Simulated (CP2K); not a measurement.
Consider triflate at its PBE geometry (Å).

```xyz
8

O     1.5562   -0.2603    1.1849
S     1.0121   -0.0392   -0.1599
O     1.2832    1.2870   -0.7273
O     1.1092   -1.1685   -1.0909
C    -0.8519    0.0242    0.1406
F    -1.1888    1.0243    1.0164
F    -1.3655   -1.1577    0.6424
F    -1.5546    0.2901   -1.0062
```

Method: CP2K XAS_TDP, all-electron GAPW, PBEh(45%), aug-cc-pVDZ, TDA, GW2X-corrected core level, no relativity.

Question: Where do the C K-edge lines lie, and how strong are they?

Leading lines: C5 295.73 eV. The leading line of an atom is its first one with 35 % of the strongest within 2.5 eV of its lowest line over the strength cut. Core ionisation energies at this level: C5 295.38 eV.

The first six lines of each atom with a strength over 0.0015:

```
                    atom  energy (eV)  states  strength, one atom  above the computed threshold
C5 (bonded to 3 F and S)       295.73       1              0.0832                           yes
                               295.86       1              0.0835                           yes
                               297.17       1              0.0681                           yes
                               297.39       1              0.0026                           yes
                               298.65       1              0.0041                           yes
                               298.77       1              0.0029                           yes
```

Lines are vertical, at one geometry, with no vibrational structure. GW2X ionisation energies and lines can be off by 1 to 2 eV either way, and a good line position may hide errors that cancel. These values hold no scalar relativity, about 0.1 eV for C 1s. Rydberg lines, and the discretised continuum above threshold, depend on the basis and the box. The ion (charge -1) is isolated, with no counter-ion or solvent. In an isolated anion many lines lie above the ionisation threshold and are held only by the finite basis.

[Banner, clock and machine lines of the logs are left out without a mark of their own.]

[Logs are printed without paths, hosts, clocks, repeated set-up lines and the standing remarks that a program may print on its own settings, such as how far it seeks lower states.]

[Hosts, paths, dates, database ids (printed as entryN), source tags and the programs' standing remarks are cut or masked in the printed files.]
